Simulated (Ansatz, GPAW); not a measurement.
# STM contrast on NO/Co(0001)

What would a tunnelling microscope show on NO/Co(0001)?

Calculated with GPAW 26.7.0 and Ansatz 0.2.0; Ansatz plane waves; slab in vacuum with a dipole correction, relaxation; PAW set soft_1, in the first sound run; inputs show where later runs differ.

## (1) Set-up

The cell holds 18 atoms: 16 Co, 1 N and 1 O. Its edges and angles: a = 5.020 Å, b = 5.020 Å, c = 26.805 Å, α = 90.0°, β = 90.0°, γ = 60.0°. Vacuum lies along c.

## (2) Relaxation

Forces are removed first; all later runs use this geometry. The lowest 8 atoms are held at bulk positions and keep their forces.

The input, input.yaml:

```yaml
crystal:
  lattice:
    - [5.02, 0.0, 0.0]
    - [2.51, 4.347447527, 0.0]
    - [0.0, 0.0, 26.8053407836]
  atoms:
    - { symbol: Co, position: [0.3333333334, 0.3333333334, 0.3357539855], spin: 1.7 }
    - { symbol: Co, position: [0.0, 0.0, 0.4116944488], spin: 1.7 }
    - { symbol: Co, position: [0.3333333334, 0.3333333334, 0.4876349122], spin: 1.7 }
    - { symbol: Co, position: [0.0, 0.0, 0.5635753756], spin: 1.7 }
    - { symbol: Co, position: [0.3333333334, 0.8333333334, 0.3357539855], spin: 1.7 }
    - { symbol: Co, position: [0.0, 0.5, 0.4116944488], spin: 1.7 }
    - { symbol: Co, position: [0.3333333334, 0.8333333334, 0.4876349122], spin: 1.7 }
    - { symbol: Co, position: [0.0, 0.5, 0.5635753756], spin: 1.7 }
    - { symbol: Co, position: [0.8333333334, 0.3333333334, 0.3357539855], spin: 1.7 }
    - { symbol: Co, position: [0.5, 0.0, 0.4116944488], spin: 1.7 }
    - { symbol: Co, position: [0.8333333334, 0.3333333334, 0.4876349122], spin: 1.7 }
    - { symbol: Co, position: [0.5, 0.0, 0.5635753756], spin: 1.7 }
    - { symbol: Co, position: [0.8333333334, 0.8333333334, 0.3357539855], spin: 1.7 }
    - { symbol: Co, position: [0.5, 0.5, 0.4116944488], spin: 1.7 }
    - { symbol: Co, position: [0.8333333334, 0.8333333334, 0.4876349122], spin: 1.7 }
    - { symbol: Co, position: [0.5, 0.5, 0.5635753756], spin: 1.7 }
    - { symbol: "N", position: [0.25, 0.0, 0.6202249364] }
    - { symbol: O, position: [0.25, 0.0, 0.6642460145] }
magnetization:
  spin_polarized: true
kpoints:
  mp_grid: { grid: [7, 7, 1] }
hamiltonian:
  xc: pbe
  pseudopotentials: { kind: paw, azcp: { folder: soft_1 } }
scf:
  occupations: { method: fermi_dirac, width: 0.1 }
efield:
  axis: 3
  dipole_correction: true
  ramp_width: 0.05
relax:
  f_tol: 0.02
  max_steps: 60
  constraints: [{ sites: [0, 1, 4, 5, 8, 9, 12, 13] }]
output:
  write_potential: true
  write_density: true
  volumetric_format: npy
```

Launch:

```console
> ansatz run input.yaml --threads 4 --pin off --max-ram 8192MiB --backend cpu --events-out ev --progress --plain --runs-dir out
```

Numbers of over 12 decimals in the logs are rounded to 6 here.

What it wrote:

```text
Engine: ansatz 0.2.0, aarch64-unknown-linux-gnu
Pseudopotentials: kind: paw
Pseudopotential: Co, paw, valence charge 17, recommended cutoff 420 eV (normal), soft_1/Co.paw.azcp
Pseudopotential: N, paw, valence charge 5, recommended cutoff 420 eV (normal), soft_1/N.paw.azcp
Pseudopotential: O, paw, valence charge 6, recommended cutoff 420 eV (normal), soft_1/O.paw.azcp
Functional definition: PBE
  parameter kappa = 0.804
  parameter beta = 0.066725
  exchange = pbe_x(kappa = kappa, mu = beta*pi^2/3)
  correlation = pbe_c(beta = beta)
Crystal: 18 atoms, lattice volume = 585.005 Å³
Basis set: ecut = 420 eV, 11471 PW (Γ), exchange–correlation on 72×72×360 points (8 copies of the dense FFT grid, shifted against one another)
Bands: 187, of which v1, the nominal top of the filled ones, is band 142 counted from 1 (141 counted from 0)
Symmetry: 2 space group operations
k-points: 16 of 49 (time reversal used)
Non-local potential: Co, projectors of the file, l = 0: 3, l = 1: 2, l = 2: 3, l = 3: 1
Non-local potential: N, projectors of the file, l = 0: 2, l = 1: 2, l = 2: 1
Non-local potential: O, projectors of the file, l = 0: 2, l = 1: 2, l = 2: 1
PAW form: soft (Blöchl's): semilocal exchange-correlation on the pseudo side does not see the compensation charge
PAW one-centre angular grid: Co, 590 points (default); XC on 64 Gauss nodes
PAW one-centre angular grid: N, 110 points (default); XC on 64 Gauss nodes
PAW one-centre angular grid: O, 110 points (default); XC on 64 Gauss nodes
Initial density: superposition of atomic densities (neutral atoms: chi_scale 0, normalization atom)
Starting moments: Σ|m| = 27.2 μB on 16 of 18 sites
Initial wavefunctions: pseudopotential atomic-orbital guess
Functional: x = pbe(κ = 0.804, μ = 0.219515), c = pbe(β = 0.066725)
SCF iter   1: F=—  HF=-82955.613584 eV  |F-HF|=—  |Δ(HF+E_count)|=         —  Δρ=3.80e-2 (↑1.45e-2 ↓3.80e-2)  dr2=2.32e1  dr2_m=2.22e0  M=26.688 μB ∫|m|=28.066 μB  β_m=1.00  ethr=3.10e-3  p=-0.000 e·Å  D=-1.63e-8 V/Å  ΔV_dip=0.00 eV  dr2_dipole=2.87e-1  V_vac-E_F(+/−)=7.42/7.42 eV  ⟨swp⟩=9.0  Hψ=30062  notcnv=0  defer=344
Mixer restart at iter 1: flushing history
efield: sawtooth ramp at fractional position 0.9750 (placed from the atoms, in the widest stretch of the axis that holds none; the zero of the levels goes with the place), width 0.0500; the density the first Hamiltonian is built on has a dipole p = -0.000 e·Å; the dipole correction subtracts the counter field D = -1.63e-8 V/Å, which shifts the + side's vacuum level by +0.00 eV against the − side's; the planar-averaged density in the ramp window peaks in size at 2.1e-6 e/Å³
preconditioner: auto → LDOS  [metal: Δε(μ)=0.018 eV  Ē_g=7.489 eV  σ=0.100 eV  W_gap=0.04  n_scr=122 (ndim 8)  ℏωp=19.1 eV  f_vac=0.611  D(μ)=18.40/eV (n_scr^D=122)]
spin=Collinear: LDOS preconditioning applied to the charge; magnetization (m = ρ↑ − ρ↓) channel mixes plain (no charge-response kernel on spin).
SCF iter   2: F=—  HF=-82952.516003 eV  |F-HF|=—  |Δ(HF+E_count)|=    3.10e0  Δρ=1.82e-2 (↑1.82e-2 ↓9.13e-3)  dr2=3.90e0  dr2_m=2.50e-1  M=26.682 μB ∫|m|=29.226 μB  β_m=0.34  ethr=3.10e-3  p=0.022 e·Å  D=6.91e-3 V/Å  ΔV_dip=-0.19 eV  dr2_dipole=1.49e-2  V_vac-E_F(+/−)=6.47/6.66 eV  ⟨swp⟩=2.7  Hψ=10064  notcnv=0  defer=570
density mixer auto → msr1: a metal under ldos (density of states about μ 2.94 of a free-electron gas's, 122 screened modes)
SCF iter   3: F=—  HF=-82957.383491 eV  |F-HF|=—  |Δ(HF+E_count)|=    4.87e0  Δρ=9.59e-3 (↑9.59e-3 ↓5.30e-3)  dr2=9.13e-1  dr2_m=9.93e-2  M=26.673 μB ∫|m|=29.405 μB  β_m=0.54  ethr=1.38e-3  p=0.027 e·Å  D=8.43e-3 V/Å  ΔV_dip=-0.23 eV  dr2_dipole=3.82e-3  V_vac-E_F(+/−)=5.94/6.16 eV  ⟨swp⟩=3.0  Hψ=9975  notcnv=0  defer=589
SCF iter   4: F=—  HF=-82962.185708 eV  |F-HF|=—  |Δ(HF+E_count)|=    4.80e0  Δρ=6.20e-3 (↑6.20e-3 ↓4.95e-3)  dr2=4.20e-1  dr2_m=2.56e-2  M=26.484 μB ∫|m|=29.683 μB  β_m=0.77  ethr=3.23e-4  p=0.008 e·Å  D=2.43e-3 V/Å  ΔV_dip=-0.07 eV  dr2_dipole=1.50e-2  V_vac-E_F(+/−)=5.38/5.44 eV  ⟨swp⟩=2.5  Hψ=10137  notcnv=0  defer=609
SCF iter   5: F=—  HF=-82962.861756 eV  |F-HF|=—  |Δ(HF+E_count)|=   6.76e-1  Δρ=1.90e-3 (↑1.58e-3 ↓1.90e-3)  dr2=8.26e-2  dr2_m=9.08e-3  M=26.232 μB ∫|m|=29.597 μB  β_m=0.82  ethr=1.48e-4  p=-0.033 e·Å  D=-1.01e-2 V/Å  ΔV_dip=0.27 eV  dr2_dipole=2.41e-3  V_vac-E_F(+/−)=5.36/5.09 eV  ⟨swp⟩=2.8  Hψ=11788  notcnv=0  defer=598
SCF iter   6: F=—  HF=-82962.874069 eV  |F-HF|=—  |Δ(HF+E_count)|=         —  Δρ=2.39e-3 (↑2.39e-3 ↓2.08e-3)  dr2=4.28e-2  dr2_m=2.23e-2  M=26.069 μB ∫|m|=29.460 μB  β_m=0.82  ethr=2.92e-5  p=-0.033 e·Å  D=-1.03e-2 V/Å  ΔV_dip=0.28 eV  dr2_dipole=2.19e-3  V_vac-E_F(+/−)=5.33/5.05 eV  ⟨swp⟩=2.6  Hψ=10922  notcnv=0  defer=598
SCF iter   7: F=—  HF=-82962.867813 eV  |F-HF|=—  |Δ(HF+E_count)|=   6.26e-3  Δρ=1.49e-3 (↑1.01e-3 ↓1.49e-3)  dr2=2.62e-2  dr2_m=1.26e-3  M=26.035 μB ∫|m|=29.447 μB  β_m=0.77  ethr=1.51e-5  p=-0.040 e·Å  D=-1.24e-2 V/Å  ΔV_dip=0.33 eV  dr2_dipole=1.46e-3  V_vac-E_F(+/−)=5.32/4.99 eV  ⟨swp⟩=2.4  Hψ=10638  notcnv=0  defer=598
SCF iter   8: F=—  HF=-82962.864526 eV  |F-HF|=—  |Δ(HF+E_count)|=   3.29e-3  Δρ=7.89e-4 (↑7.89e-4 ↓5.85e-4)  dr2=6.62e-3  dr2_m=4.45e-4  M=26.045 μB ∫|m|=29.454 μB  β_m=0.71  ethr=9.26e-6  p=-0.039 e·Å  D=-1.21e-2 V/Å  ΔV_dip=0.32 eV  dr2_dipole=1.47e-5  V_vac-E_F(+/−)=5.30/4.98 eV  ⟨swp⟩=2.2  Hψ=9737  notcnv=0  defer=598
SCF iter   9: F=—  HF=-82962.863091 eV  |F-HF|=—  |Δ(HF+E_count)|=   1.44e-3  Δρ=3.70e-4 (↑3.70e-4 ↓2.72e-4)  dr2=1.17e-3  dr2_m=3.53e-4  M=26.039 μB ∫|m|=29.444 μB  β_m=0.79  ethr=2.34e-6  p=-0.038 e·Å  D=-1.18e-2 V/Å  ΔV_dip=0.32 eV  dr2_dipole=2.35e-4  V_vac-E_F(+/−)=5.31/4.99 eV  ⟨swp⟩=2.0  Hψ=8575  notcnv=0  defer=596
SCF iter  10: F=—  HF=-82962.862997 eV  |F-HF|=—  |Δ(HF+E_count)|=   9.38e-5  Δρ=1.84e-4 (↑1.84e-4 ↓1.52e-4)  dr2=4.70e-4  dr2_m=6.91e-5  M=26.036 μB ∫|m|=29.440 μB  β_m=0.68  ethr=4.14e-7  p=-0.038 e·Å  D=-1.19e-2 V/Å  ΔV_dip=0.32 eV  dr2_dipole=5.23e-5  V_vac-E_F(+/−)=5.30/4.98 eV  ⟨swp⟩=2.0  Hψ=8604  notcnv=0  defer=598
SCF iter  11: F=—  HF=-82962.862966 eV  |F-HF|=—  |Δ(HF+E_count)|=   3.03e-5  Δρ=9.83e-5 (↑9.83e-5 ↓5.29e-5)  dr2=1.28e-4  dr2_m=7.89e-6  M=26.034 μB ∫|m|=29.438 μB  β_m=0.58  ethr=1.66e-7  p=-0.039 e·Å  D=-1.19e-2 V/Å  ΔV_dip=0.32 eV  dr2_dipole=2.14e-5  V_vac-E_F(+/−)=5.30/4.98 eV  ⟨swp⟩=2.0  Hψ=8038  notcnv=0  defer=598
[...]
SCF iter   6: F=—  HF=-82963.342043 eV  |F-HF|=—  |Δ(HF+E_count)|=   2.45e-6  Δρ=8.67e-6 (↑7.77e-6 ↓8.67e-6)  dr2=8.12e-7  dr2_m=1.66e-7  M=25.491 μB ∫|m|=28.644 μB  β_m=0.65  ethr=7.85e-10  p=-0.106 e·Å  D=-3.29e-2 V/Å  ΔV_dip=0.88 eV  dr2_dipole=7.21e-9  V_vac-E_F(+/−)=5.87/4.99 eV  ⟨swp⟩=3.2  Hψ=12226  notcnv=0  defer=598
SCF iter   7: F=—  HF=-82963.342043 eV  |F-HF|=—  |Δ(HF+E_count)|=   1.06e-7  Δρ=4.26e-6 (↑4.26e-6 ↓3.58e-6)  dr2=1.41e-7  dr2_m=5.28e-8  M=25.491 μB ∫|m|=28.644 μB  β_m=0.66  ethr=2.87e-10  p=-0.106 e·Å  D=-3.29e-2 V/Å  ΔV_dip=0.88 eV  dr2_dipole=2.65e-9  V_vac-E_F(+/−)=5.87/4.99 eV  ⟨swp⟩=2.3  Hψ=10708  notcnv=0  defer=598
SCF iter   8: F=—  HF=-82963.342043 eV  |F-HF|=—  |Δ(HF+E_count)|=   6.49e-8  Δρ=3.46e-6 (↑3.46e-6 ↓1.94e-6)  dr2=5.23e-8  dr2_m=2.71e-8  M=25.491 μB ∫|m|=28.644 μB  β_m=0.66  ethr=4.99e-11  p=-0.106 e·Å  D=-3.29e-2 V/Å  ΔV_dip=0.88 eV  dr2_dipole=3.42e-10  V_vac-E_F(+/−)=5.87/4.99 eV  ⟨swp⟩=2.5  Hψ=11441  notcnv=0  defer=598
SCF iter   9: F=—  HF=-82963.342043 eV  |F-HF|=—  |Δ(HF+E_count)|=   3.52e-8  Δρ=1.24e-6 (↑1.08e-6 ↓1.24e-6)  dr2=1.59e-8  dr2_m=4.58e-9  M=25.492 μB ∫|m|=28.644 μB  β_m=0.64  ethr=1.85e-11  p=-0.106 e·Å  D=-3.29e-2 V/Å  ΔV_dip=0.88 eV  dr2_dipole=2.20e-9  V_vac-E_F(+/−)=5.87/4.99 eV  ⟨swp⟩=2.9  Hψ=12110  notcnv=0  defer=598
SCF iter  10: F=-82963.342043 eV  HF=-82963.342043 eV  |F-HF|=4.64e-8  |Δ(HF+E_count)|=   2.38e-8  Δρ=2.22e-6 (↑9.51e-7 ↓2.22e-6)  dr2=5.49e-8  dr2_m=4.69e-9  M=25.492 μB ∫|m|=28.644 μB  ethr=5.63e-12  p=-0.106 e·Å  D=-3.29e-2 V/Å  ΔV_dip=0.88 eV  dr2_dipole=3.97e-9  V_vac-E_F(+/−)=5.87/4.99 eV  ⟨swp⟩=7.2  Hψ=39600  notcnv=0
SCF 10 converged in 10 iterations: F = -82963.342043 eV  dr2 = 5.49e-8
relax step  10: F+E_penalty+E_count = -82963.34204277 eV  Δ(F+E_penalty+E_count) = -1.142e-3 eV  max|allowed force component| = 1.487e-2 eV/Å  Δτ_max = 0.0129 Å  (10 SCF iters, accepted)
NSCF: frozen V_eff on 16 k-points
the band table was solved once a step of the walk had ended and its energy, with any forces and stress, was formed, with the checks that follow a solve (31005 applications of the Hamiltonian). They found nothing against the state; the energy, forces and stress were not computed again (output.eigenvalues in the input reference)
WARN: The output density's exchange-correlation potential varies sharply where the density is thin. Do not read a vacuum level from v_tot or v_xc, or from such a field of the output density. On a cell that repeats whose density bears no net charge and no dipole along the vacuum's axis use v_es (v_loc + v_h of the components); under efield.dipole_correction with no amplitude use v_es + v_field, which holds any externa [...]
SCF converged after 10 iterations
Magnetization: 25.4915 μB (154.2458 up, 128.7542 down)
Absolute magnetization: 28.6719 μB (∫|ρ↑−ρ↓|, with the PAW one-centre terms)
Spin contamination: 0.6438 ħ² per cell (⟨S²⟩ above its minimum at these occupations)
Per-site moments (μB) at R_I (Å): [(1.809070, 1.030734), (1.741605, 1.026845), (1.689880, 0.986492), (1.243267, 0.779098), (1.814726, 1.030734), (1.748074, 1.029318), (1.819066, 1.026658), (1.857053, 0.986492), (1.809070, 1.030734), (1.741605, 1.026845), (1.689880, 0.986492), (1.243267, 0.779098), (1.809070, 1.030734), (1.741629, 1.026658), (1.689845, 0.986669), (1.242916, 0.779028), (-0.055180, 0.502328), (-0.102051, 0.502328)]
Free energy (F): -82963.342043 eV
Harris-Foulkes:  -82963.342043 eV  (|F-HF|=4.64e-8)
Internal energy: -82962.779455 eV  (E = F + TS)
E sigma→0 (E₀):  -82963.060749 eV
Entropy (-TS):   -0.562588 eV (-31.255 meV/atom)
Fermi energy:    2.160749 eV
Dipole field:    D = -0.032819 V/Å  (p = -0.106101 e·Å, saw-weighted, corrected)
Work function:   Φ+ = 5.8720 eV   Φ− = 4.9923 eV
Levels:          The Fermi level and band energies are counted from a zero that moves with the ramp; work functions are not
--- Per-component energies (eV) ---
  E_band       = -8485.761132
  E_kinetic    = 4948.021997
  E_local      = -745907.964388  (includes V_loc(G=0)·N_el)
  E_nonlocal   = 7048.883081
  E_hartree    = 368213.281457
  E_xc         = -1592.474842
  E_vxc        = -2046.473049  (∫ρ·V_xc dr)
  E_paw        = -25442.403926  (= ΣΔE_a)
  E_vpaw       = -8943.867992  (= ΣTr[D̂ρ^β])
  E_aug_tail   = 0.001414  (compensation charges beyond the density's cutoff)
  E_efield     = 0.001741  (sawtooth field / dipole correction)
  E_vefield    = -10.920012  (∫n·V_field dr)
  E_ewald      = 309769.874011
  E_smearing   = -0.562588  (= −TS)
  E_closure    = -0.000000  (closes the sum)
  Σ components = -82963.342043   (vs F -82963.342043, Δ=0.00e0)
--- Forces (eV/Å), atoms counted from 1 ---
  atom   1  Co     0.00034254    -0.00028232     0.44629216
  atom   2  Co    -0.00452791     0.00201108    -0.49885590
  atom   3  Co    -0.00202326     0.00095993     0.00044089
  atom   4  Co     0.00348510    -0.00189651    -0.00249906
  atom   5  Co     0.00000000    -0.00008384     0.50013928
  atom   6  Co     0.00000000    -0.00047570    -0.34477816
  atom   7  Co     0.00000000    -0.00008139     0.00098607
  atom   8  Co     0.00000000     0.00062158    -0.00227700
  atom   9  Co    -0.00034254    -0.00028232     0.44629216
  atom  10  Co     0.00452791     0.00201108    -0.49885590
  atom  11  Co     0.00202326     0.00095993     0.00044089
  atom  12  Co    -0.00348510    -0.00189651    -0.00249906
  atom  13  Co     0.00000000     0.00032863     0.44627864
  atom  14  Co     0.00000000    -0.00564389    -0.49884390
  atom  15  Co     0.00000000    -0.00257944     0.00095521
  atom  16  Co     0.00000000     0.00472449    -0.00205264
  atom  17  N      0.00000000    -0.00013639    -0.00613492
  atom  18  O      0.00000000     0.00173960     0.01486813
  max |Σ_I F_I| component: 1.03e-4 eV/Å
--- Band table (eV; the first three rows and the last of 32) ---
  k-point 0 ↑: bands = [... 138 lower, 1.2740, 1.2842, 1.3797, 1.3798, 1.4149, 1.4594, 1.4594, 1.4733, ... 41 higher]
  k-point 1 ↑: bands = [... 138 lower, 1.1745, 1.2606, 1.2702, 1.2762, 1.2892, 1.3133, 1.3872, 1.4128, ... 41 higher]
  k-point 2 ↑: bands = [... 138 lower, 1.0475, 1.0647, 1.0742, 1.1121, 1.1418, 1.1591, 1.2009, 1.2223, ... 41 higher]
  k-point 15 ↓: bands = [... 138 lower, 2.7475, 2.7708, 2.8351, 2.8872, 2.9114, 2.9425, 2.9480, 3.0318, ... 41 higher]
--- Relaxed structure (10 steps of the walk, 10 accepted, 0 SCFs on fresh bases) ---
  F+E_penalty+E_count = -82963.34204277 eV   max|allowed force component| = 1.487e-2 eV/Å
  atoms:
    - { symbol: Co, position: [0.333333, 0.3333333334, 0.3357539855] }
    - { symbol: Co, position: [1.233581138616004e-17, 0.0, 0.411694] }
    - { symbol: Co, position: [0.332627, 0.333588, 0.487577] }
    - { symbol: Co, position: [-0.00549464, 0.00257832, 0.562154] }
    - { symbol: Co, position: [0.333333, 0.833333, 0.3357539855] }
    - { symbol: Co, position: [2.7755575615628914e-17, 0.500000, 0.411694] }
    - { symbol: Co, position: [0.333393, 0.833214, 0.487196] }
    - { symbol: Co, position: [0.000112511, 0.499775, 0.558649] }
    - { symbol: Co, position: [0.8333333333, 0.3333333334, 0.3357539855] }
    - { symbol: Co, position: [0.5, 0.0, 0.411694] }
    - { symbol: Co, position: [0.833785, 0.333588, 0.487577] }
    - { symbol: Co, position: [0.502916, 0.00257832, 0.562154] }
    - { symbol: Co, position: [0.833333, 0.833333, 0.3357539855] }
    - { symbol: Co, position: [0.5, 0.500000, 0.411694] }
    - { symbol: Co, position: [0.833768, 0.832465, 0.487578] }
    - { symbol: Co, position: [0.502961, 0.494078, 0.562141] }
    - { symbol: N, position: [0.333514, -0.167027, 0.606218] }
    - { symbol: O, position: [0.333662, -0.167323, 0.651648] }
```

Elapsed: 21 min, on 4 threads of Arm Neoverse V2, shared host; peak memory 3.8 GiB.

Relaxation path:

```csv
step,energy less that of the first step (eV),largest force component (eV/Å)
1,0.0000,2.5985
2,-0.1702,1.8337
3,-0.2762,0.9536
4,-0.3171,0.3533
5,-0.3262,0.1613
6,-0.3399,0.3122
7,-0.3832,0.5122
8,-0.4626,0.3299
9,-0.4779,0.0746
10,-0.4791,0.0149
```

Forces are held to the 2 operations that the run works with; a distortion that breaks them can't arise in this run.

The atoms that moved most (Å):

```csv
atom,dx,dy,dz,length
N17,0.000,-0.726,-0.375,0.817
O18,0.000,-0.727,-0.338,0.802
Co8,0.000,-0.001,-0.132,0.132
Co16,0.000,-0.026,-0.038,0.046
Co4,-0.021,0.011,-0.038,0.045
Co12,0.021,0.011,-0.038,0.045
Co7,0.000,-0.001,-0.012,0.012
```

Numbers from this step:

* free energy: -82963.3420 eV
* smearing term TS: 0.5626 eV
* magnetization: 25.49 μB
* absolute magnetization: 28.67 μB
* symmetry operations: 2
* upper work function: 5.872 eV
* lower work function: 4.992 eV
* dipole along the normal: -0.1061 e·Å
* dipole field: -0.03282 V/Å
* vacuum level above: 8.033 eV
* vacuum level below: 7.153 eV

Electrostatic potential energy of an electron (with the applied field's), less the Fermi level, planar mean against z:

z (Å), electrostatic potential energy of an electron (with the applied field's), less the Fermi level, planar mean (eV) and a bar from the least value:
```
      0.0        5.4 #############################
      0.5        5.1 #############################
      1.0        5.0 #############################
      1.5        5.0 #############################
      2.0        5.0 #############################
      2.5        5.0 #############################
      3.0        5.0 #############################
      3.5        5.0 #############################
      4.0        5.0 #############################
      4.5        5.0 #############################
      5.0        5.0 #############################
      5.5        5.0 #############################
      6.0        5.0 #############################
      6.5        4.9 #############################
      7.0        4.7 #############################
      7.5        3.9 ############################
      8.0        1.1 ########################
      8.5      -11.0 #########
      9.0      -17.9 
      9.5      -11.0 #########
     10.0       -0.8 ######################
     10.5      -10.1 ##########
     11.0      -18.0 
     11.5      -12.1 #######
     12.0       -1.1 #####################
     12.5       -9.2 ###########
     13.0      -17.9 
     13.5      -12.9 ######
     14.0       -1.4 #####################
     14.5       -9.8 ##########
     15.0      -18.0 
     15.5      -12.7 #######
     16.0       -2.5 ####################
     16.5        0.4 #######################
     17.0        2.4 ##########################
     17.5        2.2 #########################
     18.0        4.4 ############################
     18.5        5.7 ##############################
     19.0        5.9 ##############################
     19.5        5.9 ##############################
     20.0        5.9 ##############################
     20.5        5.9 ##############################
     21.0        5.9 ##############################
     21.5        5.9 ##############################
     22.0        5.9 ##############################
     22.5        5.9 ##############################
     23.0        5.9 ##############################
     23.5        5.9 ##############################
     24.0        5.9 ##############################
     24.5        5.9 ##############################
     25.0        5.9 ##############################
     25.5        5.9 ##############################
     26.0        5.9 ##############################
     26.5        5.6 ##############################
```

(Part 1 of 3 ends here.)

[Logs are printed without paths, hosts, clocks, repeated set-up lines and the standing remarks that a program may print on its own settings, such as how far it seeks lower states.]

[Hosts, paths, dates, database ids (printed as entryN), source tags and the programs' standing remarks are cut or masked in the printed files.]
